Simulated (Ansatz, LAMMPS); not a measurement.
# Squeezing and shearing glassy 74SiO2-15ZnO-11Na2O (mol %) (77 atoms), part 2 of 3

Aim: relax glassy 74SiO2-15ZnO-11Na2O (mol %) (77 atoms), then change its volume and shape to read moduli from the stress.

Ansatz 0.2.0; Kohn-Sham DFT, RPBE, PAW (set soft_2), plane waves.

The cell: 20 Si, 4 Zn, 6 Na and 47 O. The quench rate of 50 K/ps is orders of magnitude faster than experiment. The starting topology of bonds comes from the classical model. The Brillouin zone is sampled at Γ only.

So far. Step 2 (Single point at the start): The r.m.s. force at the start is 0.95 eV/Å. Step 3 (Cell and atoms relaxed): The relaxation converged after 23 steps, with a largest force component of 0.025 eV/Å.

## Step 4: Single point at the relaxed geometry

The electronic structure is read at the final geometry, in a run of its own.

input.yaml

```yaml
crystal:
  lattice:
    - [10.65744, 0.22946, 0.03252]
    - [0.22946, 10.15828, 0.25315]
    - [0.03252, 0.25315, 10.0764]
  atoms:
    - { symbol: Si, position: [0.59769, 0.78256, 0.80667] }
    - { symbol: Si, position: [0.82213, 0.11159, 0.34018] }
    - { symbol: Si, position: [0.5738, 0.98253, 0.31741] }
    - { symbol: Si, position: [0.48244, 0.78276, 0.54905] }
    - { symbol: Si, position: [0.52271, 0.56448, 0.16304] }
    - { symbol: Si, position: [0.38243, 0.12327, 0.12299] }
    [... 65 atom lines left out ...]
    - { symbol: O, position: [0.08147, 0.84336, 0.50035] }
    - { symbol: O, position: [0.47812, 0.1336, 0.99302] }
    - { symbol: O, position: [0.7821, 0.73633, 0.33514] }
    - { symbol: O, position: [0.74061, 0.76967, 0.84565] }
    - { symbol: O, position: [0.52815, 0.63959, 0.83868] }
    - { symbol: O, position: [0.92733, 0.64171, 0.53477] }
kpoints:
  mp_grid: { grid: [1, 1, 1] }
hamiltonian:
  xc: rpbe
scf:
  occupations: { method: fixed }
output:
  forces: true
  stress: true
  populations: intrinsic
  dos:
    method: { smearing: { sigma: 0.08 } }
    de: 0.1
    projected: { site_lists: { Na: [Na], O: [O], Si: [Si], Zn: [Zn] } }
  eigenvalues: true
  write_density: true
  write_potential: true
  volumetric_format: npy
  elf: true
```

Started as:

```sh
> ansatz run input.yaml --threads 4 --pin off --max-ram 8192MiB --backend cpu --events-out ev --progress --plain --runs-dir out
```

Numbers of over 12 decimals in the logs are rounded to 6 here.

Log:

```text
[...]
Crystal: 77 atoms, lattice volume = 1089.663 Å³
Basis set: ecut = 420 eV, 21289 PW (Γ), exchange–correlation on 144×144×144 points (8 copies of the dense FFT grid, shifted against one another)
Bands: 309, of which v1, the nominal top of the filled ones, is band 232 counted from 1 (231 counted from 0)
Symmetry: 1 space group operations
[...]
k-points: 1
[...]
SCF iter   1: F=—  HF=-61837.396893 eV  |F-HF|=—  |Δ(HF+E_count)|=         —  Δρ=4.06e-3  dr2=1.84e-1  ethr=1.77e-3  ⟨swp⟩=4.0  Hψ=1177  notcnv=0  defer=74
[...]
SCF iter  10: F=-61837.368509 eV  HF=-61837.368509 eV  |F-HF|=1.45e-8  |Δ(HF+E_count)|=   5.83e-8  Δρ=1.81e-6  dr2=2.68e-8  ethr=2.16e-11  ⟨swp⟩=9.0  Hψ=1971  notcnv=0
SCF 1 converged in 10 iterations: F = -61837.368509 eV  dr2 = 2.68e-8
[...]
SCF converged after 10 iterations
Free energy (F): -61837.368509 eV
[...]
Internal energy: -61837.368509 eV  (E = F + TS)
E sigma→0 (E₀):  -61837.368509 eV
Fermi energy:    3.062504 eV
[...]
--- Forces (eV/Å), atoms counted from 1 ---
  atom   1  Si    -0.01162976    -0.00594695    -0.00885669
  atom   2  Si     0.00852498     0.00248988     0.00383286
  atom   3  Si     0.00155603     0.00182166     0.00782185
  atom   4  Si    -0.00324361     0.00148477     0.00174409
  atom   5  Si    -0.00863653     0.00358399     0.00365991
  atom   6  Si     0.01031096    -0.00225426     0.00817035
  atom   7  Si     0.00341465    -0.01230599     0.01375249
  atom   8  Si     0.01845966    -0.01056471     0.00268572
  atom   9  Si    -0.00487388     0.00270916    -0.00446441
  atom  10  Si     0.02227564    -0.00168913    -0.00003696
  atom  11  Si    -0.00631696    -0.00811490     0.00107006
  atom  12  Si    -0.00178942     0.00238871    -0.00707441
  atom  13  Si    -0.01622642     0.00777878    -0.00128674
  atom  14  Si    -0.00437945    -0.00258827    -0.01551518
[...]
atom  76  O      0.00034845    -0.00820251     0.00697998
  atom  77  O     -0.00797888    -0.00106479     0.00509071
  max |Σ_I F_I| component: 7.94e-5 eV/Å
--- Stress (GPa, compression-positive) ---
        0.007396      -0.002364      -0.004535
       -0.002363      -0.000103       0.008451
       -0.004536       0.008449       0.001174
  P = ⅓ Tr σ = 0.0028 GPa (0.028 kbar)
--- Band table (eV) ---
[...]
--- intrinsic populations: 77 sites ---
  site symbol       q [e]
     0     Si      2.3431
     1     Si      2.3076
     2     Si      2.2198
[...]
76      O      6.9332
  spilling = 0.000000 (of n_electrons = 464.000000)
```

Wall time 9.5 s (4 threads of Intel Xeon Platinum 8488C (Sapphire Rapids), shared host); peak memory 1.4 GiB.

Numbers from this run:

```yaml
free_energy: -61837.3685 eV
free_energy_per_atom: -803.0827 eV/atom
scf_cycles: 10
pressure: 0.002822 GPa
r_m_s_force_component: 0.00665 eV/Å
longest_force: 0.03163 eV/Å
fermi_energy: 3.063 eV
spacing_of_highest_filled_and_lowest_empty_level: 3.659 eV
```

Intrinsic-atomic-orbital charges by element:

```
element  coordination  atoms  mean charge (e)  spread  least    most
     Na           all      6            0.814  0.0199  0.778   0.844
      O           all     47           -0.961  0.0917  -1.13  -0.880
     Si           all     20             1.72  0.0464   1.62    1.78
     Zn           all      4             1.49  0.0092   1.48    1.50
```

Density of states as counts of states in windows of 1 eV (from the Fermi level), total and the larger projections:

```
from (eV)  to (eV)  total   O p  Zn d  Si p
      -14      -10    0.0   0.0   0.0   0.0
      -10       -9    8.2   5.4   0.0   0.3
       -9       -8    9.9   6.6   0.0   0.7
       -8       -7   13.5   9.5   0.1   1.5
       -7       -6   19.4  14.4   0.3   3.5
       -6       -5   34.1  20.7   7.9   4.1
       -5       -4   37.2  16.4  17.0   1.8
       -4       -3   57.8  42.9   8.0   3.3
       -3       -2   56.8  50.1   2.6   1.8
       -2       -1   49.1  44.9   1.9   0.8
       -1        0   35.0  31.8   1.8   0.6
        0        1    0.9   0.8   0.0   0.0
        1        3    0.0   0.0   0.0   0.0
        3        4    2.0   0.1   0.0   0.0
        4        5    2.0   0.3   0.0   0.1
```

The curve was stored every 0.100 eV, coarse against its broadening of 0.08 eV, so these counts are rough.

With fixed occupations the program's Fermi level is the highest filled level; weight inside the gap is the broadening of levels at its edges.

Between -26 and -14 eV lie 130 more states.

The levels nearest the highest filled one (over half full), pooled over k-points and spins:

```
level less the highest filled one (eV)  occupation
                                -0.388           2
                                -0.368           2
                                -0.278           2
                                -0.122           2
                               -0.0541           2
                                     0           2
                                  3.66           0
                                  4.91           0
                                  5.23           0
                                  5.64           0
                                  5.77           0
                                  5.86           0
```

Electrostatic potential energy in the bc plane at fractional x = 0.835, with atoms of Si and Zn and O within 0.2 Å of it. With pseudopotentials it is smooth inside the atoms' cores, unlike the true potential.

Values in eV, 13 rows by 16 columns, each cell a mean:
```
-12   2   8   9   5 -24 -45 -25   4   8   2  -8   0   7   5  -7
  7   9   9   9   0 -10 -30 -14   4   7   4  -6   0   7   7   7
  6   8   9   9   7   6   4   5   5   4   5   6   7   7   4   3
 -1   6   7   6   5   6   6   5   1 -14  -3   6   8   5 -20 -33
  0   5   5  -1 -14  -2   5   5   3  -2   2   6   7   5 -11 -22
  6   7   5   1  -8  -1   5   7   6   4   5   7   8   7   5   5
  7   5   5   6   6   6   7   6  -2 -18 -11   4   8   8   8   8
  0 -18 -15  -3 -14   2   8   5 -14 -45 -39  -3   7   9   9   8
 -9 -43 -40 -18 -39 -15   4   5  -1 -18 -14 -12  -4   9   9   7
  1 -25 -14   3  -1  -7  -8   3   6   6   6   4   4   7   8   8
 -7 -37  -9   9   6  -4  -8   4   8   8   7   4   0   3   7   8
-13  -3   7   9   9 -21 -39  -1   9   9   8   4 -29 -25   3  -9
-35  -9   7   9   7  -6 -21  -1   7   8   7   5 -10  -9  -1 -29
```
Columns run along b (10.2 Å; values clipped at the 3rd and 97th percentile), rows up along c (10.1 Å). Atoms in or near the plane, at fractional coordinates: Si at (0.11, 0.34), Si at (0.60, 0.41), Si at (0.40, 0.93), Zn at (0.00, 0.03), O at (0.27, 0.35), O at (0.09, 0.19), O at (0.38, 0.10), O at (0.80, 0.08).

Valence density in the bc plane at fractional x = 0.835, with atoms of Si and Zn and O within 0.2 Å of it. It is the smooth field of the valence electrons, not physical close to the nuclei.

Ten steps, logarithmic in the rise over the least value, from '_' (0 e/Å³) to '@' (21 e/Å³), each cell a mean:
```
++--::__________................______..::::......__..::==
......______..::::::..____::::::........::--::..________..
__..______..::------::....::::::::......::::::..__________
__________..::------::......::::....__....::::....________
____________..::::::....____......______........__________
______________....______________..::..____________..::==::
::____________________________..--++--..__________::##%%##
--____________......__________..--==--..__________--##%%##
..__________..==++--..__________......____________..--++==
____________..==++--..____________......__________________
______________..::..____________....::....________________
__....________________________....::::::..________________
..::::..______....__________........::::..________________
..::::::....::----::..______......__....::....____________
..::::....::==**##++::..__....::::....::----::..__________
......__..--++####**--......::::::::::--==++==::__________
..::::::..::--++++==--......::::::....::--==--::__________
::--====--::..::::::::............____..::::::..__________
--++****==::..__....::......____________........________..
--++####==::____..::------..____________....::::::..____..
::==++++--..____..==****++--..__________..--++++==::......
==--::::..______..==####**--..__________..==**##**--::::==
@@##--..________..--++**++--..__________..--++**++--::==%%
@@##--..__________::------::..__________..::------::::==%%
```
Columns run along b (10.2 Å), rows up along c (10.1 Å). Atoms in or near the plane, at fractional coordinates: Si at (0.11, 0.34), Si at (0.60, 0.41), Si at (0.40, 0.93), Zn at (0.00, 0.03), O at (0.27, 0.35), O at (0.09, 0.19), O at (0.38, 0.10), O at (0.80, 0.08).

The highest filled and lowest empty levels differ by 3.66 eV (at Γ alone); a semilocal functional tends to put such gaps too low. In a disordered cell it changes from sample to sample, and tail or defect levels can set it. Mean intrinsic-atomic-orbital charges: Na +0.81, O -0.96, Si +1.72, Zn +1.49 e.

## Step 5: Volume -3 %

The relaxed cell is scaled evenly and the atoms are relaxed again; the stress at the end gives one point of P(V).

input.yaml, the sections that differ from step 4:

```yaml
crystal:
  lattice:
    - [10.54978, 0.22714, 0.03219]
    - [0.22714, 10.05566, 0.25059]
    - [0.03219, 0.25059, 9.97461]
  atoms:
    [... the 77 atom lines of step 4 ...]
output:
  forces: true
  eigenvalues: true
  stress: true
relax:
  f_tol: 0.05
  max_steps: 70
# kpoints, hamiltonian, scf: as in step 4
```

Log:

```text
Warning: output.stress: scf.convergence.dr2_threshold = 1e-7 eV (the SCF's general default) is looser than the 7.7e-9 eV advised for a printed stress (1e-10 eV for each atom of the cell: 77). What an SCF threshold leaves in a stress goes as its square root, and in the free energy as the threshold itself, and one threshold admits the most on a small cell: [...]
[...]
Crystal: 77 atoms, lattice volume = 1056.973 Å³
Basis set: ecut = 420 eV, 20663 PW (Γ), exchange–correlation on 144×144×144 points (8 copies of the dense FFT grid, shifted against one another)
Bands: 309, of which v1, the nominal top of the filled ones, is band 232 counted from 1 (231 counted from 0)
Symmetry: 1 space group operations
[...]
k-points: 1
[...]
SCF iter   1: F=—  HF=-61836.946564 eV  |F-HF|=—  |Δ(HF+E_count)|=         —  Δρ=4.13e-3  dr2=1.79e-1  ethr=1.77e-3  ⟨swp⟩=4.0  Hψ=1190  notcnv=0  defer=74
[...]
SCF iter   6: F=—  HF=-61836.919804 eV  |F-HF|=—  |Δ(HF+E_count)|=   1.91e-4  Δρ=6.17e-5  dr2=3.46e-5  ethr=4.58e-8  ⟨swp⟩=2.0  Hψ=466  notcnv=0  defer=75
SCF iter   7: F=-61836.919813 eV  HF=-61836.919813 eV  |F-HF|=5.22e-7  |Δ(HF+E_count)|=   8.59e-6  Δρ=2.06e-5  dr2=3.95e-6  ethr=7.45e-9  ⟨swp⟩=15.0  Hψ=1891  notcnv=0
SCF 1 converged in 7 iterations: F = -61836.919813 eV  dr2 = 3.95e-6
[...]
relax step   1: F+E_penalty+E_count = -61836.91981340 eV  Δ(F+E_penalty+E_count) = +0.000e0 eV  max|allowed force component| = 5.083e-1 eV/Å  Δτ_max = 0.0000 Å  (7 SCF iters, dr2 threshold 6.25e-5 eV, accepted)
[...]
relax step   2: F+E_penalty+E_count = -61837.06880419 eV  Δ(F+E_penalty+E_count) = -1.490e-1 eV  max|allowed force component| = 2.774e-1 eV/Å  Δτ_max = 0.0365 Å  (6 SCF iters, dr2 threshold 1.62e-5 eV, accepted)
[...]
relax step   3: F+E_penalty+E_count = -61837.17925466 eV  Δ(F+E_penalty+E_count) = -1.105e-1 eV  max|allowed force component| = 1.469e-1 eV/Å  Δτ_max = 0.0652 Å  (8 SCF iters, dr2 threshold 4.81e-6 eV, accepted)
relax step   4: F+E_penalty+E_count = -61837.15108209 eV  Δ(F+E_penalty+E_count) = +2.817e-2 eV  max|allowed force component| = 2.755e-1 eV/Å  Δτ_max = 0.2000 Å  (8 SCF iters, dr2 threshold 6.05e-6 eV, rejected (line search))
relax step   5: F+E_penalty+E_count = -61837.20000710 eV  Δ(F+E_penalty+E_count) = -2.075e-2 eV  max|allowed force component| = 8.917e-2 eV/Å  Δτ_max = 0.0551 Å  (9 SCF iters, accepted)
relax step   6: F+E_penalty+E_count = -61837.20046478 eV  Δ(F+E_penalty+E_count) = -4.577e-4 eV  max|allowed force component| = 9.884e-2 eV/Å  Δτ_max = 0.1000 Å  (9 SCF iters, accepted)
relax step   7: F+E_penalty+E_count = -61837.20718735 eV  Δ(F+E_penalty+E_count) = -6.723e-3 eV  max|allowed force component| = 5.243e-2 eV/Å  Δτ_max = 0.0709 Å  (7 SCF iters, dr2 threshold 3.60e-6 eV, accepted)
relax step   8: F+E_penalty+E_count = -61837.20744856 eV  Δ(F+E_penalty+E_count) = -2.612e-4 eV  max|allowed force component| = 5.701e-2 eV/Å  Δτ_max = 0.0147 Å  (8 SCF iters, accepted)
[...]
relax step   9: F+E_penalty+E_count = -61837.20963635 eV  Δ(F+E_penalty+E_count) = -2.188e-3 eV  max|allowed force component| = 2.928e-2 eV/Å  Δτ_max = 0.0196 Å  (8 SCF iters, accepted)
SCF converged after 8 iterations
Free energy (F): -61837.209636 eV
[...]
Internal energy: -61837.209636 eV  (E = F + TS)
E sigma→0 (E₀):  -61837.209636 eV
Fermi energy:    3.357450 eV
[...]
Σ components = -61837.209636   (vs F -61837.209636, Δ=0.00e0)
--- Forces (eV/Å), atoms counted from 1 ---
  atom   1  Si    -0.01325359     0.00373101    -0.01046769
  atom   2  Si     0.01256159     0.01090492    -0.01659605
  atom   3  Si     0.00314349     0.00371255     0.00503886
  atom   4  Si    -0.02927547     0.00750288    -0.00604297
[...]
atom  77  O     -0.01060947    -0.00090622     0.00006676
  max |Σ_I F_I| component: 7.58e-5 eV/Å
--- Stress (GPa, compression-positive) ---
        1.417714       0.032695       0.019321
        0.032696       1.755001      -0.083788
        0.019319      -0.083789       1.599159
  P = ⅓ Tr σ = 1.5906 GPa (15.906 kbar)
--- Band table (eV) ---
[...]
--- Relaxed structure (9 steps of the walk, 8 accepted, 0 SCFs on fresh bases) ---
  F+E_penalty+E_count = -61837.20963635 eV   max|allowed force component| = 2.928e-2 eV/Å
  atoms:
    - { symbol: Si, position: [0.597821, 0.783100, 0.806715] }
    - { symbol: Si, position: [0.820477, 0.110510, 0.343755] }
    - { symbol: Si, position: [0.572669, 0.980985, 0.317586] }
    - { symbol: Si, position: [0.480139, 0.781652, 0.548995] }
[...]
- { symbol: O, position: [0.929744, 0.643037, 0.537276] }
```

The job ended after 58 s (4 threads; peak memory 1.4 GiB).

The program notes that the SCF threshold is loose for the stress.

The relaxation converged after 9 steps, 0.290 eV below its start, with a largest force component of 0.029 eV/Å.

Volume -3 %: the energy stands 0.159 eV above that of the reference, at a pressure of 1.59 GPa.

## Step 6: Volume +3 %

The relaxed cell is scaled to another volume.

Input and log are left out; they have the form of those shown for this kind of step.

Run time: 39 s. Hardware: 4 threads of Intel Xeon Platinum 8488C (Sapphire Rapids), shared host; peak memory 1.4 GiB.

The relaxation converged after 6 steps, 0.250 eV below its start, with a largest force component of 0.036 eV/Å.

Volume +3 %: the energy stands 0.161 eV above that of the reference, at a pressure of -1.51 GPa.

## Step 7: Volume -6 %

The relaxed cell is scaled to another volume.

input.yaml, the sections that differ from step 5:

```yaml
crystal:
  lattice:
    - [10.43988, 0.22478, 0.03186]
    - [0.22478, 9.95091, 0.24798]
    - [0.03186, 0.24798, 9.8707]
  atoms:
    [... the 77 atom lines of step 4 ...]
# kpoints, hamiltonian, scf, output, relax: as in step 5
```

Log:

```text
[...]
Crystal: 77 atoms, lattice volume = 1024.283 Å³
Basis set: ecut = 420 eV, 20019 PW (Γ), exchange–correlation on 144×144×144 points (8 copies of the dense FFT grid, shifted against one another)
Bands: 309, of which v1, the nominal top of the filled ones, is band 232 counted from 1 (231 counted from 0)
Symmetry: 1 space group operations
[...]
k-points: 1
[...]
SCF iter   1: F=—  HF=-61835.493043 eV  |F-HF|=—  |Δ(HF+E_count)|=         —  Δρ=4.26e-3  dr2=1.82e-1  ethr=1.77e-3  ⟨swp⟩=4.0  Hψ=1171  notcnv=0  defer=74
[...]
SCF iter   6: F=—  HF=-61835.469023 eV  |F-HF|=—  |Δ(HF+E_count)|=   1.93e-4  Δρ=5.67e-5  dr2=2.93e-5  ethr=4.50e-8  ⟨swp⟩=2.0  Hψ=466  notcnv=0  defer=75
SCF iter   7: F=-61835.469035 eV  HF=-61835.469035 eV  |F-HF|=3.84e-7  |Δ(HF+E_count)|=   1.21e-5  Δρ=2.27e-5  dr2=4.47e-6  ethr=6.31e-9  ⟨swp⟩=15.0  Hψ=1881  notcnv=0
SCF 1 converged in 7 iterations: F = -61835.469035 eV  dr2 = 4.47e-6
[...]
relax step   1: F+E_penalty+E_count = -61835.46903505 eV  Δ(F+E_penalty+E_count) = +0.000e0 eV  max|allowed force component| = 1.075e0 eV/Å  Δτ_max = 0.0000 Å  (7 SCF iters, dr2 threshold 6.25e-5 eV, accepted)
[...]
relax step   2: F+E_penalty+E_count = -61836.09220351 eV  Δ(F+E_penalty+E_count) = -6.232e-1 eV  max|allowed force component| = 5.816e-1 eV/Å  Δτ_max = 0.0691 Å  (6 SCF iters, dr2 threshold 7.22e-5 eV, accepted)
[...]
relax step   3: F+E_penalty+E_count = -61836.57409109 eV  Δ(F+E_penalty+E_count) = -4.819e-1 eV  max|allowed force component| = 3.119e-1 eV/Å  Δτ_max = 0.1388 Å  (8 SCF iters, dr2 threshold 2.11e-5 eV, accepted)
relax step   4: F+E_penalty+E_count = -61836.50435483 eV  Δ(F+E_penalty+E_count) = +6.974e-2 eV  max|allowed force component| = 5.222e-1 eV/Å  Δτ_max = 0.2000 Å  (7 SCF iters, dr2 threshold 2.80e-5 eV, rejected (line search))
relax step   5: F+E_penalty+E_count = -61836.66796130 eV  Δ(F+E_penalty+E_count) = -9.387e-2 eV  max|allowed force component| = 1.980e-1 eV/Å  Δτ_max = 0.0914 Å  (10 SCF iters, accepted)
relax step   6: F+E_penalty+E_count = -61836.69849933 eV  Δ(F+E_penalty+E_count) = -3.054e-2 eV  max|allowed force component| = 1.261e-1 eV/Å  Δτ_max = 0.1000 Å  (7 SCF iters, dr2 threshold 1.13e-5 eV, accepted)
relax step   7: F+E_penalty+E_count = -61836.70727776 eV  Δ(F+E_penalty+E_count) = -8.778e-3 eV  max|allowed force component| = 1.218e-1 eV/Å  Δτ_max = 0.0889 Å  (7 SCF iters, dr2 threshold 6.41e-6 eV, accepted)
relax step   8: F+E_penalty+E_count = -61836.68704689 eV  Δ(F+E_penalty+E_count) = +2.023e-2 eV  max|allowed force component| = 2.109e-1 eV/Å  Δτ_max = 0.2000 Å  (8 SCF iters, dr2 threshold 6.03e-6 eV, rejected (line search))
relax step   9: F+E_penalty+E_count = -61836.72348547 eV  Δ(F+E_penalty+E_count) = -1.621e-2 eV  max|allowed force component| = 7.657e-2 eV/Å  Δτ_max = 0.0910 Å  (9 SCF iters, accepted)
relax step  10: F+E_penalty+E_count = -61836.72233536 eV  Δ(F+E_penalty+E_count) = +1.150e-3 eV  max|allowed force component| = 9.902e-2 eV/Å  Δτ_max = 0.0890 Å  (8 SCF iters, rejected (line search))
[...]
relax step  11: F+E_penalty+E_count = -61836.72856661 eV  Δ(F+E_penalty+E_count) = -5.081e-3 eV  max|allowed force component| = 4.764e-2 eV/Å  Δτ_max = 0.0445 Å  (8 SCF iters, accepted)
SCF converged after 8 iterations
Free energy (F): -61836.728567 eV
[...]
Internal energy: -61836.728567 eV  (E = F + TS)
E sigma→0 (E₀):  -61836.728567 eV
Fermi energy:    3.662382 eV
[...]
Σ components = -61836.728567   (vs F -61836.728567, Δ=0.00e0)
--- Forces (eV/Å), atoms counted from 1 ---
  atom   1  Si     0.00367625     0.00007473     0.01908100
  atom   2  Si    -0.00239769    -0.00882865     0.00339268
  atom   3  Si    -0.00327414    -0.00289685     0.01699836
  atom   4  Si    -0.00279711     0.01235259     0.00061208
[...]
atom  77  O     -0.01310322     0.00784182     0.01085936
  max |Σ_I F_I| component: 8.07e-5 eV/Å
--- Stress (GPa, compression-positive) ---
        2.727315       0.027142       0.038680
        0.027143       3.475013      -0.036994
        0.038678      -0.036994       3.255985
  P = ⅓ Tr σ = 3.1528 GPa (31.528 kbar)
--- Band table (eV) ---
[...]
--- Relaxed structure (11 steps of the walk, 8 accepted, 0 SCFs on fresh bases) ---
  F+E_penalty+E_count = -61836.72856661 eV   max|allowed force component| = 4.764e-2 eV/Å
  atoms:
    - { symbol: Si, position: [0.597378, 0.783328, 0.806362] }
    - { symbol: Si, position: [0.819153, 0.109015, 0.345734] }
    - { symbol: Si, position: [0.571408, 0.979187, 0.317699] }
    - { symbol: Si, position: [0.476449, 0.780417, 0.548795] }
[...]
- { symbol: O, position: [0.930707, 0.645821, 0.541769] }
```

Run time: 69 s. Hardware: 4 threads; peak memory 1.4 GiB.

The relaxation converged after 11 steps, 1.26 eV below its start, with a largest force component of 0.048 eV/Å.

Volume -6 %: the energy stands 0.640 eV above that of the reference, at a pressure of 3.15 GPa.

(Continued in part 3 of 3.)

[Logs are printed without paths, hosts, clocks, repeated set-up lines and the standing remarks that a program may print on its own settings, such as how far it seeks lower states.]

[Hosts, paths, dates, database ids (printed as entryN), source tags and the programs' standing remarks are cut or masked in the printed files.]
